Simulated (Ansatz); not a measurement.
In doubt: masses and optical values from hybrid runs of this build are listed as unsure (in some of the runs), which bears on the screening that GW takes from such a start.

Two G0W0 runs on SnSe2 (P-3m1).

```xyz
3
Lattice="3.8110 0.0000 0.0000 -1.9055 3.3004 0.0000 0.0000 0.0000 6.1360" Properties=species:S:1:pos:R:3 pbc="T T T"
Sn    0.0000    0.0000    0.0000
Se    0.0000    2.2003    1.6042
Se    1.9055    1.1001    4.5318
```

Geometry: measured cell, ions relaxed with PBE. The runs that relaxed it are not among those shown.

The first (Ansatz 0.2.0; start PBE, 6×6×4 mesh, 230 empty bands, screening to 120 eV, PAW set soft_1 files; 1 × NVIDIA H100 80GB HBM3 (shared by 6 runs) with 3 threads of AMD EPYC 7R13 (Zen 3), shared host) gave, on its mesh: starting gap 0.70 eV, G0W0 gap 1.17 eV, RPA ε∞ (mean) 13.28, 28 s.

The second gave: starting gap 1.30 eV, G0W0 gap 1.49 eV, RPA ε∞ (mean) 8.73, 67 s.

**Question.** What was changed in the input? Choose among start, files, mesh, bands and cutoff, frequency model or another key.

Changed: start from PBE to HSE06. A jump of this size in the start, with ε∞ moving the other way, marks another functional. Other changes could give like numbers; this is the one that was made.

Limits: not at the basis limit; no spin-orbit coupling; coarse k mesh.

[Paths, hosts, dates, memory and timing lines, banners, echoed tables and standing remarks are left out of the program output.]

[Logs are printed without paths, hosts, clocks, repeated set-up lines and the standing remarks that a program may print on its own settings, such as how far it seeks lower states.]

[Runs of the session that timed out or met a known fault of the program may be left out.]

[Cells called generated may have been cut or substituted from an entry of the Crystallography Open Database or the Materials Project.]

[Hosts, paths, dates, database ids (printed as entryN), source tags and the programs' standing remarks are cut or masked in the printed files.]
